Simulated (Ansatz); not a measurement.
**NiO: screened interactions by constrained RPA**

Aim: the screened on-site interactions of Ni in NiO, for one or more choices of the target bands.

Main program and level: Ansatz 0.2.0; LDA, without spin polarisation; plane waves, no spin–orbit coupling.

### Step 1. The starting structure

The structure is cubic, space group Fm-3m (No. 225). Conventional cell: a = 4.172 Å, b = 4.172 Å, c = 4.172 Å, α = 90.00°, β = 90.00°, γ = 90.00°. Nearest to Ni lie 6 O at 2.09 Å. Nearest to O lie 6 Ni at 2.09 Å. Farther neighbours and most contacts between anions are not listed.

### Step 2. The self-consistent run

Constrained RPA removes the screening that the model will treat itself, so the target bands must be set apart from the rest. This run gives the bands on the mesh of the screening.

input.yaml reads:

```yaml
crystal:
  lattice:
    - [0.0, 2.085901641, 2.085901641]
    - [2.085901641, 0.0, 2.085901641]
    - [2.085901641, 2.085901641, 0.0]
  atoms:
    - { symbol: Ni, position: [0.0, 0.0, 0.0] }
    - { symbol: O, position: [0.5, 0.5, 0.5] }
kpoints:
  mp_grid: { grid: [8, 8, 8] }
hamiltonian:
  xc: lda
scf:
  occupations: { method: fermi_dirac, width: 0.1 }
  n_extra_bands: 16
output:
  eigenvalues: true
  hubbard:
    sites: [{ species: Ni, l: d }, { species: O, l: p }]
    band_weights: true
  write_density: true
  write_potential: true
  elf: true
  volumetric_format: npy
magnetization:
  spin_polarized: false
```

Launch:

```bash
> ansatz run input.yaml --threads 4 --pin off --max-ram 8192MiB --backend cpu --events-out ev --progress --plain --runs-dir out
```

Numbers of over 12 decimals in the logs are rounded to 6 here.

The log of the run:

```text
scf.n_extra_bands = 16 over 12 filled bands (N_el = 24.0): the run solves 28 bands
Engine: ansatz 0.2.0, aarch64-unknown-linux-gnu
Pseudopotentials: kind: paw
Pseudopotential: Ni, paw, valence charge 18, recommended cutoff 420 eV (normal), Ni.paw.azcp
Pseudopotential: O, paw, valence charge 6, recommended cutoff 420 eV (normal), O.paw.azcp
Functional definition: SPW92
  exchange = slater_x
  correlation = pw_c
Crystal: 2 atoms, lattice volume = 18.151 Å³
Basis set: ecut = 420 eV, 339 PW (Γ)
Bands: 28, of which v1, the nominal top of the filled ones, is band 12 counted from 1 (11 counted from 0)
Symmetry: 48 space group operations
Space group: Fm-3m (ITA 225), of the structure as read, at distance tolerance 2.6e-5 Å
k-points: 29 of 512
Non-local potential: Ni, projectors of the file, l = 0: 3, l = 1: 2, l = 2: 3, l = 3: 1
Non-local potential: O, projectors of the file, l = 0: 2, l = 1: 2, l = 2: 1
PAW form: soft (Blöchl's): semilocal exchange-correlation on the pseudo side does not see the compensation charge
PAW frozen core: Ni, regenerated for the run's functional, and the local potential with it (the file was generated under x = pbe(κ = 0.804, μ = 0.219515), c = pbe(β = 0.066725))
PAW frozen core: O, regenerated for the run's functional, and the local potential with it (the file was generated under x = pbe(κ = 0.804, μ = 0.219515), c = pbe(β = 0.066725))
PAW one-centre angular grid: Ni, 590 points (default); XC on 64 Gauss nodes
PAW one-centre angular grid: O, 110 points (default); XC on 64 Gauss nodes
Initial density: superposition of atomic densities (neutral atoms: chi_scale 0, normalization atom), corrected by the library's trained network
Initial wavefunctions: pseudopotential atomic-orbital guess
Functional: x = slater, c = lda
SCF iter   1: F=—  HF=-6327.077312 eV  |F-HF|=—  |Δ(HF+E_count)|=         —  Δρ=2.42e-2  dr2=6.31e-2  ethr=1.77e-3  ⟨swp⟩=5.0  Hψ=3199  notcnv=0  defer=251
preconditioner: auto → none  [metal: Δε(μ)=0.022 eV  Ē_g=30.387 eV  σ=0.100 eV  W_gap=0.06  n_scr=8 (ndim 8)  ℏωp=34.9 eV  f_vac=0.000  D(μ)=2.34/eV (n_scr^D=26)  sad-step TF]
SCF iter   2: F=—  HF=-6327.062862 eV  |F-HF|=—  |Δ(HF+E_count)|=   1.45e-2  Δρ=1.20e-2  dr2=2.22e-2  ethr=2.63e-4  ⟨swp⟩=2.0  Hψ=1155  notcnv=0  defer=280
SCF iter   3: F=—  HF=-6327.057496 eV  |F-HF|=—  |Δ(HF+E_count)|=   5.37e-3  Δρ=2.61e-3  dr2=1.40e-3  ethr=9.25e-5  ⟨swp⟩=1.4  Hψ=560  notcnv=0  defer=280
SCF iter   4: F=—  HF=-6327.057166 eV  |F-HF|=—  |Δ(HF+E_count)|=   3.30e-4  Δρ=5.48e-4  dr2=4.24e-5  ethr=5.82e-6  ⟨swp⟩=1.0  Hψ=528  notcnv=0  defer=280
SCF iter   5: F=—  HF=-6327.057157 eV  |F-HF|=—  |Δ(HF+E_count)|=   8.91e-6  Δρ=3.66e-5  dr2=1.09e-7  ethr=1.77e-7  ⟨swp⟩=1.2  Hψ=533  notcnv=0  defer=280
SCF iter   6: F=-6327.057157 eV  HF=-6327.057157 eV  |F-HF|=1.27e-9  |Δ(HF+E_count)|=   7.99e-8  Δρ=2.61e-6  dr2=5.28e-10  ethr=4.17e-10  ⟨swp⟩=7.4  Hψ=3498  notcnv=0
SCF 1 converged in 6 iterations: F = -6327.057157 eV  dr2 = 5.28e-10
[...]
SCF converged after 6 iterations
Free energy (F): -6327.057157 eV
Harris-Foulkes:  -6327.057157 eV  (|F-HF|=1.27e-9)
Internal energy: -6326.980845 eV  (E = F + TS)
E sigma→0 (E₀):  -6327.019001 eV
Entropy (-TS):   -0.076312 eV (-38.156 meV/atom)
Fermi energy:    14.003026 eV
--- Per-component energies (eV) ---
  E_band       = -326.909099
  E_kinetic    = 452.567635
  E_local      = -4000.104494  (includes V_loc(G=0)·N_el)
  E_nonlocal   = 697.498989
  E_hartree    = 1646.521135
  E_xc         = -154.524036
  E_vxc        = -199.366823  (∫ρ·V_xc dr)
  E_paw        = -1714.675223  (= ΣΔE_a)
  E_vpaw       = -570.549403  (= ΣTr[D̂ρ^β])
  E_aug_tail   = 0.003018  (compensation charges beyond the density's cutoff)
  E_ewald      = -3254.798910
  E_core_change = 0.531042  (= ΣΔE_core)
  E_smearing   = -0.076312  (= −TS)
  E_closure    = -0.000000  (closes the sum)
  Σ components = -6327.057157   (vs F -6327.057157, Δ=0.00e0)
--- Band table (eV; the first three rows and the last of 29) ---
  k-point 0: bands = [... 8 lower, 12.1856, 12.1856, 12.1856, 12.3809, 12.3809, 15.6418, 31.6841, 32.9664, ... 12 higher]
  k-point 1: bands = [... 8 lower, 12.3176, 12.3176, 12.4548, 13.0990, 13.0990, 16.6078, 29.1172, 32.3164, ... 12 higher]
  k-point 2: bands = [... 8 lower, 12.6034, 12.6034, 12.7963, 14.1638, 14.1638, 18.2876, 26.2087, 30.3702, ... 12 higher]
  k-point 28: bands = [... 8 lower, 12.8870, 12.8870, 13.2077, 13.3161, 14.0143, 22.5402, 24.6403, 24.6403, ... 12 higher]
--- Occupation matrices: 2 shells (Löwdin-built; ε = 2.00e-2, provisional) ---
  Ni0 d_3D: site group Oh (m-3m)
  Ni0 d_3D -      Tr n = 4.3060  λ = 0.677 0.677 0.984 0.984 0.984  [2× z2 0.50 (Eg 1.00) Eg(1.00) | 3× xz 0.33 (T2g 1.00) T2g(1.00)]
  O1 p_2P: site group Oh (m-3m)
  O1 p_2P -      Tr n = 2.4739  λ = 0.825 0.825 0.825  [3× z 0.33 (T1u 1.00) T1u(1.00)]
  Tr n, λ and their labels are of the run-group-symmetrised matrices; stabiliser: 96 of 96 elements of G0×{1,Θ} (closed), max defect 2.9e-15 at τ = 4.2e-3
```

The job ended after 0.88 s (4 threads of Arm Neoverse V2, shared host; peak memory 0.27 GiB).

Groups of bands that stay apart from their neighbours at every point of the mesh, lie near the Fermi energy and have the count of the wanted orbitals are tried as targets.

Valence density in the ac plane of the conventional cell at fractional y = 0.000, with atoms of Ni and O within 0.2 Å of it. It is the smooth field of the valence electrons, not physical close to the nuclei.

Values in e/Å³, 14 rows by 14 columns, each cell a mean:
```
33 13  2  1  1  2  5  6  4  1  1  1  5 23
 7  3  1  0  0  1  2  3  2  1  0  0  2  5
 1  1  0  0  0  0  1  1  1  0  0  0  0  1
 1  0  0  0  0  0  1  1  0  0  0  0  0  1
 2  1  0  0  0  1  2  3  2  1  0  0  1  1
 5  3  1  0  1  3 13 18  8  2  0  1  2  4
 7  5  2  1  1  7 33 49 18  3  1  1  3  6
 6  4  1  1  1  5 23 33 13  2  1  1  2  5
 3  2  1  0  0  2  5  7  3  1  0  0  1  2
 1  1  0  0  0  0  1  1  1  0  0  0  0  1
 1  0  0  0  0  0  1  1  0  0  0  0  0  1
 3  2  1  0  0  1  1  2  1  0  0  0  1  2
18  8  2  0  1  2  4  5  3  1  0  1  3 13
49 18  3  1  1  3  6  7  5  2  1  1  7 33
```
Columns run along a (4.2 Å), rows up along c (4.2 Å), edges of the conventional cell, whose origin can differ from the input's. Atoms in or near the plane, at fractional coordinates: Ni at (0.00, 0.00), Ni at (0.50, 0.50), O at (0.50, 0.00), O at (0.00, 0.50).

ELF in the ac plane of the conventional cell at fractional y = 0.000, with atoms of Ni and O within 0.2 Å of it. It is the smooth field of the valence electrons, not physical close to the nuclei.

Ten even steps from '_' (0.09) to '@' (0.78), each cell a mean:
```
**==....**@@%%**@@@@--__::++
::::..__==%%@@@@@@**..__::::
________..==****++::________
--::..______....________..--
@@%%++..__........____::**@@
%%@@%%::__::==++--..__++@@@@
==%%@@--__::**##++....**@@**
**@@@@--__::++**==....**@@%%
@@@@**..__::::::::..__==%%@@
**++::________________..==**
..________..----::..______..
....____::**@@@@%%++..__....
++--..__++@@@@%%@@%%::__::==
##++....**@@**==%%@@--__::**
```
Columns run along a (4.2 Å), rows up along c (4.2 Å), edges of the conventional cell, whose origin can differ from the input's. Atoms in or near the plane, at fractional coordinates: Ni at (0.00, 0.00), Ni at (0.50, 0.50), O at (0.50, 0.00), O at (0.00, 0.50).

### Step 3. Target: d shell, bands v4 to c1 (loose bound)

The whole shell is the model, so no transition inside it screens. The screening is solved for all empty bands at once, to a loose bound.

input.yaml, the sections that differ from step 2:

```yaml
output:
  eigenvalues: true
  crpa:
    kmesh: [8, 8, 8]
    target_bands: [v4, c1]
    projections: [{ species: Ni, l: d }]
    accuracy: low
# crystal, kpoints, hamiltonian, scf, magnetization: as in step 2
```

The log of the run:

```text
[...]
Crystal: 2 atoms, lattice volume = 18.151 Å³
Basis set: ecut = 420 eV, 339 PW (Γ)
Bands: 28, of which v1, the nominal top of the filled ones, is band 12 counted from 1 (11 counted from 0)
Symmetry: 48 space group operations
[...]
k-points: 29 of 512
[...]
SCF iter   1: F=—  HF=-6327.077304 eV  |F-HF|=—  |Δ(HF+E_count)|=         —  Δρ=2.42e-2  dr2=6.31e-2  ethr=1.77e-3  ⟨swp⟩=5.0  Hψ=3199  notcnv=0  defer=251
[...]
SCF iter   6: F=-6327.057157 eV  HF=-6327.057157 eV  |F-HF|=1.28e-9  |Δ(HF+E_count)|=   7.98e-8  Δρ=2.61e-6  dr2=5.31e-10  ethr=4.17e-10  ⟨swp⟩=7.4  Hψ=3481  notcnv=0
SCF 1 converged in 6 iterations: F = -6327.057157 eV  dr2 = 5.31e-10
[...]
NSCF: frozen V_eff on 29 k-points
[...]
cRPA screening: q 1/512
cRPA screening: q 2/512
cRPA screening: q 10/512 (q-point 3)
cRPA screening: q 18/512 (q-point 4)
cRPA screening: q 26/512 (q-point 5)
cRPA screening: q 30/512 (q-point 10)
cRPA screening: q 36/512 (q-point 11)
cRPA screening: q 60/512 (q-point 12)
cRPA screening: q 84/512 (q-point 13)
cRPA screening: q 108/512 (q-point 14)
[...]
cRPA screening: q 423/512 (q-point 94)
cRPA screening: q 471/512 (q-point 95)
cRPA screening: q 495/512 (q-point 102)
cRPA screening: q 507/512 (q-point 167)
SCF converged after 6 iterations
Free energy (F): -6327.057157 eV
[...]
Internal energy: -6326.980845 eV  (E = F + TS)
E sigma→0 (E₀):  -6327.019001 eV
Entropy (-TS):   -0.076312 eV (-38.156 meV/atom)
Fermi energy:    14.003026 eV
[...]
--- Band table (eV; the first three rows and the last of 29) ---
  k-point 0: bands = [... 8 lower, 12.1856, 12.1856, 12.1856, 12.3809, 12.3809, 15.6418, 31.6841, 32.9664, ... 12 higher]
  k-point 1: bands = [... 8 lower, 12.3176, 12.3176, 12.4548, 13.0990, 13.0990, 16.6078, 29.1172, 32.3164, ... 12 higher]
  k-point 2: bands = [... 8 lower, 12.6034, 12.6034, 12.7963, 14.1638, 14.1638, 18.2876, 26.2087, 30.3702, ... 12 higher]
  k-point 28: bands = [... 8 lower, 12.8870, 12.8870, 13.2077, 13.3161, 14.0143, 22.5402, 24.6403, 24.6403, ... 12 higher]
--- cRPA (band scheme, projected local orbitals): target bands 9..13 (1-based), 5 Wannier function(s), 8×8×8 mesh, 26 bands' worth read of 31 solved, ecut_chi 136.0 eV, v(q+G=0) probe_charge, pair densities all_electron ---
  χ-basis size per q: N_G = 59..70
  window electrons = 8.0000, filled by tetrahedron_uncorrected; constrained ε̄⁻¹(q = 0, 0) head = 0.245506; min gauge Gram eig = 0.5879
  Kanamori averages over each shell's own Wannier functions (sites counted from 0, functions from 1):
    Site 0, 3D, 5 of 5 d orbitals (Wannier functions 1, 2, 3, 4, 5; wannier90's mr 1, 2, 3, 4, 5):
      screened: U = 6.0592 eV, U' = 4.8154 eV, J = 0.6198 eV
      screened d-shell averages: U_bar = F0 = 5.0641 eV, J_bar = 0.8686 eV
      screened, to within: U = 1.7e-1 eV, U' = 1.7e-1 eV, J = 1.3e-2 eV
      screened d-shell averages, to within: U_bar = 1.5e-1 eV, J_bar = 1.9e-2 eV
      bare: V = 22.5999 eV, V' = 21.0146 eV, J = 0.7550 eV
      bare d-shell averages: V_bar = F0 = 21.3317 eV, J_bar = 1.0721 eV
  Hermiticity witness max|P − P†| over intra, direct and exchange elements: 1.07e-14 eV (screened), 1.44e-23 eV (bare)
  Reality witness max|Im| over intra, direct and exchange elements: 2.23e-19 eV (screened), 4.38e-19 eV (bare)
```

Elapsed: 82 s, on 4 threads; peak memory 0.46 GiB; 5.2 min of CPU time.

On average 86 % of these bands' weight lies on the d shell and 12 % on ligand p.

crpa.toml:

```text
format = "ansatz-crpa/5"
scheme = "band"
gauge = "projected_orbitals"
pair_densities = "all_electron"
channels = "unpolarised"
target_bands = [9, 13] # 1-based inclusive; [v4, c1]
n_wann = 5
kmesh = [8, 8, 8]
coulomb_singularity = "probe_charge" # how the value at q + G = 0 is made
n_bands = 26 # of the sum over states
n_bands_solved = 31 # n_bands and the guard bands above it
multiplets_cut = [] # where n_bands ends inside a multiplet, whose members the sum reads at an even weight
ecut_chi_ev = 136.0 # of the sum over states
n_g_chi_min = 59 # of the sum over states
n_g_chi_max = 70 # of the sum over states
occupation_method = "tetrahedron_uncorrected" # the fill of the pass's bands
window_electrons = 7.999999999999994
eps_inv_head = 0.2455059834745472 # over all bands where the run has bounds, under no bound itself
head_ev = 0.4856533043517872 # what the value at q + G = 0 adds to the screened u_ev, u_prime_ev and u_bar_ev
gauge_min_gram_eig = 0.5879363866646113
accuracy = "low"
bounded_pairs = "on_site"
relative_bound_asked = 0.05 # of a bounded pair's interaction with itself less a negative term about q + G = 0
relative_bound = 0.039421915095827924 # the widest that a transfer ended at; inf where a lower bound tells none
atom_cut_share = 0.012480119438534314 # the most of relative_bound that the cut of the atoms' weakest response takes off q + G = 0
n_iterations_per_q = [1, 1, 1, 1, 1, 1, 1, 1, 1, 1, 1, 1, 1, 1, 1, 1, 1, 1, 1, 1, 1, 1, 1, 1, 1, 1, 1, 1, 1, 1, 1, 1, 1, 1, 1, 1, 1, 1, 1, 1, 1, 1, 1, 1, 1, 1, 1, 1, 1, 1, 1, 1, 1, 1, 1, 1, 1, 1, 1, 1, 1, 1, 1, 1, 1, 1, 1, 1, 1, 1, 1, 1, 1, 1, 1, 1, 1, 1, 1, 1, 1, 1, 1, 1, 1, 1, 1, 1, 1, 1, 1, 1, 1, 1, 1, 1, 1, 1, 1, 1, 1, 1, 1, 1, 1, 1, 1, 1, 1, 1, 1, 1, 1, 1, 1, 1, 1, 1, 1, 1, 1, 1, 1, 1, 1, 1, 1, 1, 1, 1, 1, 1, 1, 1, 1, 1, 1, 1, 1, 1, 1, 1, 1, 1, 1, 1, 1, 1, 1, 1, 1, 1, 1, 1, 1, 1, 1, 1, 1, 1, 1, 1, 1, 1, 1, 1, 1, 1, 1, 1, 1, 1, 1, 1, 1, 1, 1, 1, 1, 1, 1, 1, 1, 1, 1, 1, 1, 1, 1, 1, 1, 1, 1, 1, 1, 1, 1, 1, 1, 1, 1, 1, 1, 1, 1, 1, 1, 1, 1, 1, 1, 1, 1, 1, 1, 1, 1, 1, 1, 1, 1, 1, 1, 1, 1, 1, 1, 1, 1, 1, 1, 1, 1, 1, 1, 1, 1, 1, 1, 1, 1, 1, 1, 1, 1, 1, 1, 1, 1, 1, 1, 1, 1, 1, 1, 1, 1, 1, 1, 1, 1, 1, 1, 1, 1, 1, 1, 1, 1, 1, 1, 1, 1, 1, 1, 1, 1, 1, 1, 1, 1, 1, 1, 1, 1, 1, 1, 1, 1, 1, 1, 1, 1, 1, 1, 1, 1, 1, 1, 1, 1, 1, 1, 1, 1, 1, 1, 1, 1, 1, 1, 1, 1, 1, 1, 1, 1, 1, 1, 1, 1, 1, 1, 1, 1, 1, 1, 1, 1, 1, 1, 1, 1, 1, 1, 1, 1, 1, 1, 1, 1, 1, 1, 1, 1, 1, 1, 1, 1, 1, 1, 1, 1, 1, 1, 1, 1, 1, 1, 1, 1, 1, 1, 1, 1, 1, 1, 1, 1, 1, 1, 1, 1, 1, 1, 1, 1, 1, 1, 1, 1, 1, 1, 1, 1, 1, 1, 1, 1, 1, 1, 1, 1, 1, 1, 1, 1, 1, 1, 1, 1, 1, 1, 1, 1, 1, 1, 1, 1, 1, 1, 1, 1, 1, 1, 1, 1, 1, 1, 1, 1, 1, 1, 1, 1, 1, 1, 1, 1, 1, 1, 1, 1, 1, 1, 1, 1, 1, 1, 1, 1, 1, 1, 1, 1, 1, 1, 1, 1, 1, 1, 1, 1, 1, 1, 1, 1, 1, 1, 1, 1, 1, 1, 1, 1, 1, 1, 1, 1, 1, 1, 1, 1, 1, 1, 1, 1, 1, 1, 1, 1, 1, 1, 1, 1, 1, 1, 1, 1, 1, 1, 1, 1, 1, 1, 1, 1, 1, 1, 1, 1, 1, 1, 1, 1, 1, 1, 1, 1, 1, 1, 1] # Sternheimer iterations of each transfer, or of the one that it is turned from
solved_q = [0, 1, 2, 3, 4, 9, 10, 11, 12, 13, 14, 15, 18, 19, 20, 21, 22, 27, 28, 29, 36, 83, 84, 85, 92, 93, 94, 101, 166] # counted from 0 in that order: the transfers that were solved themselves
n_responses = 6300 # of points of the mesh and spins, over the transfers in solved_q
omitted_band_gap_ev = 33.495857461763464 # the levels above the bands read over the highest of their spin channel that holds electrons, at the least
largest_band_residual_ev = 1.7721731997671948e-6
dielectric_floor = 0.9864625143607448 # under the dielectric matrices' eigenvalues off q + G = 0

[[shells]]
site = 0 # counted from 0, as a deck's `site` is
l = "d"
label = "3D" # of the pseudo-atomic shell
wannier_functions = [1, 2, 3, 4, 5] # counted from 1, as the tensor files' indices are
mr = [1, 2, 3, 4, 5] # each function's real harmonic by wannier90's number, 1 to 2l+1, in the order of wannier_functions

[shells.screened]
u_ev = 6.0592064063009
u_prime_ev = 4.81537569024056
j_ev = 0.6198430041526131
u_bar_ev = 5.064141833452628
j_bar_ev = 0.8686091473646811

[shells.screened_half_width]
u_ev = 0.16497550995017904
u_prime_ev = 0.16478504564337093
j_ev = 0.012861795854733477
u_bar_ev = 0.14335373657053005
j_bar_ev = 0.018267239199645725

[shells.bare]
v_ev = 22.59988194684528
v_prime_ev = 21.014596933172164
j_ev = 0.7550344338242893
v_bar_ev = 21.331653935906786
j_bar_ev = 1.0720914365589123
```

| shell | U (eV) | U′ (eV) | J (eV) | bare U (eV) | bare J (eV) |
| --- | --- | --- | --- | --- | --- |
| Ni1 d | 6.06 | 4.82 | 0.62 | 22.60 | 0.76 |

### Step 4. Target: d shell, bands v4 to c1 (sum over bands, screening cutoff 136 eV, 20 empty bands)

The whole shell is the model, so no transition inside it screens. The screening is summed over a limited number of empty bands, which is cheaper and leaves a tail out.

Edit input.yaml of step 3 so:

```diff
@@ -21,3 +21,5 @@
     projections: [{ species: Ni, l: d }]
-    accuracy: low
+    accuracy: sum_over_states
+    n_empty_bands: 20
+    ecut_chi: 136
 magnetization:
```

The log of the run:

```text
[...]
Crystal: 2 atoms, lattice volume = 18.151 Å³
Basis set: ecut = 420 eV, 339 PW (Γ)
Bands: 28, of which v1, the nominal top of the filled ones, is band 12 counted from 1 (11 counted from 0)
Symmetry: 48 space group operations
[...]
k-points: 29 of 512
[...]
χ-basis size per q: N_G = 59..70
[...]
U and J over all bands: no bound (output.crpa.accuracy: sum_over_states); those below are of the sums over the bands read on the sphere of ecut_chi, with what the atoms add
[...]
screened: U = 6.2072 eV, U' = 4.8789 eV, J = 0.6517 eV
      screened d-shell averages: U_bar = F0 = 5.1445 eV, J_bar = 0.9173 eV
      bare: V = 22.5999 eV, V' = 21.0146 eV, J = 0.7550 eV
      bare d-shell averages: V_bar = F0 = 21.3317 eV, J_bar = 1.0721 eV
[...]
[key lines of the parts left out:]
SCF converged after 6 iterations
Free energy (F): -6327.057157 eV
Fermi energy:    14.003026 eV
```

It took 12 s on 4 threads; peak memory 0.48 GiB; 36 s of CPU time.

On average 86 % of these bands' weight lies on the d shell and 12 % on ligand p.

crpa.toml:

```text
format = "ansatz-crpa/5"
scheme = "band"
gauge = "projected_orbitals"
pair_densities = "all_electron"
channels = "unpolarised"
target_bands = [9, 13] # 1-based inclusive; [v4, c1]
n_wann = 5
kmesh = [8, 8, 8]
coulomb_singularity = "probe_charge" # how the value at q + G = 0 is made
n_bands = 32 # of the sum over states
n_bands_solved = 37 # n_bands and the guard bands above it
multiplets_cut = [{ ik = 1, bands_in_whole_multiplets = 31, multiplet_ends_at = 33 }, { ik = 2, bands_in_whole_multiplets = 31, multiplet_ends_at = 33 }, { ik = 6, bands_in_whole_multiplets = 31, multiplet_ends_at = 33 }, { ik = 7, bands_in_whole_multiplets = 31, multiplet_ends_at = 33 }, { ik = 8, bands_in_whole_multiplets = 31, multiplet_ends_at = 33 }, { ik = 16, bands_in_whole_multiplets = 31, multiplet_ends_at = 33 }, { ik = 48, bands_in_whole_multiplets = 31, multiplet_ends_at = 33 }, { ik = 56, bands_in_whole_multiplets = 31, multiplet_ends_at = 33 }, { ik = 64, bands_in_whole_multiplets = 31, multiplet_ends_at = 33 }, { ik = 73, bands_in_whole_multiplets = 31, multiplet_ends_at = 33 }, { ik = 128, bands_in_whole_multiplets = 31, multiplet_ends_at = 33 }, { ik = 146, bands_in_whole_multiplets = 31, multiplet_ends_at = 33 }, { ik = 384, bands_in_whole_multiplets = 31, multiplet_ends_at = 33 }, { ik = 438, bands_in_whole_multiplets = 31, multiplet_ends_at = 33 }, { ik = 448, bands_in_whole_multiplets = 31, multiplet_ends_at = 33 }, { ik = 511, bands_in_whole_multiplets = 31, multiplet_ends_at = 33 }] # where n_bands ends inside a multiplet, whose members the sum reads at an even weight
ecut_chi_ev = 136.0 # of the sum over states
n_g_chi_min = 59 # of the sum over states
n_g_chi_max = 70 # of the sum over states
occupation_method = "tetrahedron_uncorrected" # the fill of the pass's bands
window_electrons = 7.999999999999984
eps_inv_head = 0.2466841135657209 # over all bands where the run has bounds, under no bound itself
head_ev = 0.48798384947185813 # what the value at q + G = 0 adds to the screened u_ev, u_prime_ev and u_bar_ev
gauge_min_gram_eig = 0.5879363866647725
accuracy = "sum_over_states" # no bound

[[shells]]
site = 0 # counted from 0, as a deck's `site` is
l = "d"
label = "3D" # of the pseudo-atomic shell
wannier_functions = [1, 2, 3, 4, 5] # counted from 1, as the tensor files' indices are
mr = [1, 2, 3, 4, 5] # each function's real harmonic by wannier90's number, 1 to 2l+1, in the order of wannier_functions

[shells.screened]
u_ev = 6.207152224319307
u_prime_ev = 4.878870345075589
j_ev = 0.6516548919201602
u_bar_ev = 5.144526720924333
j_bar_ev = 0.9173112677689039

[shells.bare]
v_ev = 22.599881947284604
v_prime_ev = 21.01459693358194
j_ev = 0.7550344338375593
v_bar_ev = 21.331653936322475
j_bar_ev = 1.0720914365780918
```

| shell | U (eV) | U′ (eV) | J (eV) | bare U (eV) | bare J (eV) |
| --- | --- | --- | --- | --- | --- |
| Ni1 d | 6.21 | 4.88 | 0.65 | 22.60 | 0.76 |

(Part 1 of 2 ends here.)

[Logs and program files are shortened in this print: banners, set-up blocks, solver, clock and traceback lines can be left out without a mark of their own.]

[Logs are printed without paths, hosts, clocks, repeated set-up lines and the standing remarks that a program may print on its own settings, such as how far it seeks lower states.]

[Hosts, paths, dates, database ids (printed as entryN), source tags and the programs' standing remarks are cut or masked in the printed files.]

[Where a cell is said to come from a database of computed structures, the database is the Materials Project.]
